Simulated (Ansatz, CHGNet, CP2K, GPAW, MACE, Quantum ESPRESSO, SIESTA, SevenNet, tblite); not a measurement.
## Finding the fault: CP2K, Ti3C2O2 MXene, 1 layer (61 atoms)

Program: CP2K 2026.2, a calculation on a cell of 25 Ti, 18 C and 18 O, with vacuum.

Input file input.inp:

```
&GLOBAL
  PROJECT cell
  RUN_TYPE ENERGY_FORCE
  PRINT_LEVEL LOW
&END GLOBAL
&FORCE_EVAL
  METHOD QS
  &DFT
    BASIS_SET_FILE_NAME BASIS_MOLOPT
    POTENTIAL_FILE_NAME GTH_POTENTIALS
    &MGRID
      CUTOFF 800
      REL_CUTOFF 50
      NGRIDS 5
    &END MGRID
    &QS
      EPS_DEFAULT 1.0E-12
    &END QS
    &SCF
      SCF_GUESS ATOMIC
      EPS_SCF 1.0E-06
      MAX_SCF 50
      &DIAGONALIZATION
        ALGORITHM STANDARD
      &END DIAGONALIZATION
      &SMEAR ON
        METHOD FERMI_DIRAC
        ELECTRONIC_TEMPERATURE [K] 580
      &END SMEAR
      &MIXING
        METHOD BROYDEN_MIXING
        ALPHA 0.15
        NBROYDEN 8
      &END MIXING
      &PRINT
        &RESTART OFF
        &END RESTART
      &END PRINT
    &END SCF
    &XC
      &XC_FUNCTIONAL PBE
      &END XC_FUNCTIONAL
    &END XC
    &PRINT
      &MULLIKEN ON
      &END MULLIKEN
      &HIRSHFELD ON
        SHAPE_FUNCTION DENSITY
      &END HIRSHFELD
      &MO ON
        EIGENVALUES T
        OCCUPATION_NUMBERS T
        MO_INDEX_RANGE 229 240
        &EACH
          QS_SCF 0
        &END EACH
        ADD_LAST NUMERIC
      &END MO
    &END PRINT
  &END DFT
  &SUBSYS
    &CELL
      A 9.12000 0.00000 0.00000
      B -4.56000 7.89815 0.00000
      C 0.00000 0.00000 20.90000
    &END CELL
    &COORD
      SCALED
      Ti 0.99345 0.99194 0.50112
      C 0.10953 0.21856 0.56017
      C 0.22485 0.11713 0.43732
      Ti 0.11343 0.21919 0.37722
      O 0.99888 0.99751 0.66550
      O 0.00142 0.99794 0.33841
      Ti 0.99994 0.32892 0.49709
      C 0.10852 0.54367 0.55982
      C 0.22817 0.45133 0.44107
      Ti 0.21805 0.44315 0.62349
[... 47 atom lines left out ...]
      Ti 0.89098 0.77774 0.62055
      Ti 0.77080 0.88409 0.37974
      O 0.66801 0.66333 0.66345
      O 0.66296 0.66511 0.33422
    &END COORD
    &KIND Ti
      BASIS_SET DZVP-MOLOPT-SR-GTH-q12
      POTENTIAL GTH-PBE-q12
    &END KIND
    &KIND C
      BASIS_SET DZVP-MOLOPT-SR-GTH-q4
      POTENTIAL GTH-PBE-q4
    &END KIND
    &KIND O
      BASIS_SET DZVP-MOLOPT-SR-GTH-q6
      POTENTIAL GTH-PBE-q6
    &END KIND
  &END SUBSYS
  &PRINT
    &FORCES ON
    &END FORCES
  &END PRINT
&END FORCE_EVAL
```

Command:

```console
OMP_NUM_THREADS=1 mpirun -np 4 cp2k.psmp -i input.inp > output.txt
```

The log of the run:

```text
CP2K| version string:                                       CP2K version 2026.2
 CP2K| Input file name                                                 input.inp
 GLOBAL| Basis set file name                                        BASIS_MOLOPT
 GLOBAL| Potential file name                                      GTH_POTENTIALS
 GLOBAL| Run type                                                   ENERGY_FORCE
 GLOBAL| Total number of message passing processes                             4
 GLOBAL| Number of threads for this process                                    1
 *   ___                                                                       *
 *  /   \                                                                      *
 * [ABORT]                                                                     *
 *  \___/             Extra MOs (ADDED_MOS) are required for smearing          *
 *    |                                                                        *
 *  O/|                                                                        *
 * /| |                                                                        *
```

It took 0.77 s on 4 MPI ranks of Arm Neoverse V1, shared host; peak memory 0.6 GiB.

Banners, paths, timers and routine set-up lines are dropped from the logs unmarked, and long logs keep their key lines alone; longer cuts are marked.

Q: Find the fault and mend it.

Smearing without added orbitals: added orbitals 0. Mend: give ADDED_MOS, enough empty orbitals to hold the smearing.

The program stopped at the start.

[Also dropped from logs without a mark: logging warnings of Python, and SIESTA's first energy breakdown and zero terms.]

[Logs are printed without paths, hosts, clocks, repeated set-up lines and the standing remarks that a program may print on its own settings, such as how far it seeks lower states.]

[Hosts, paths, dates, database ids (printed as entryN), source tags and the programs' standing remarks are cut or masked in the printed files.]
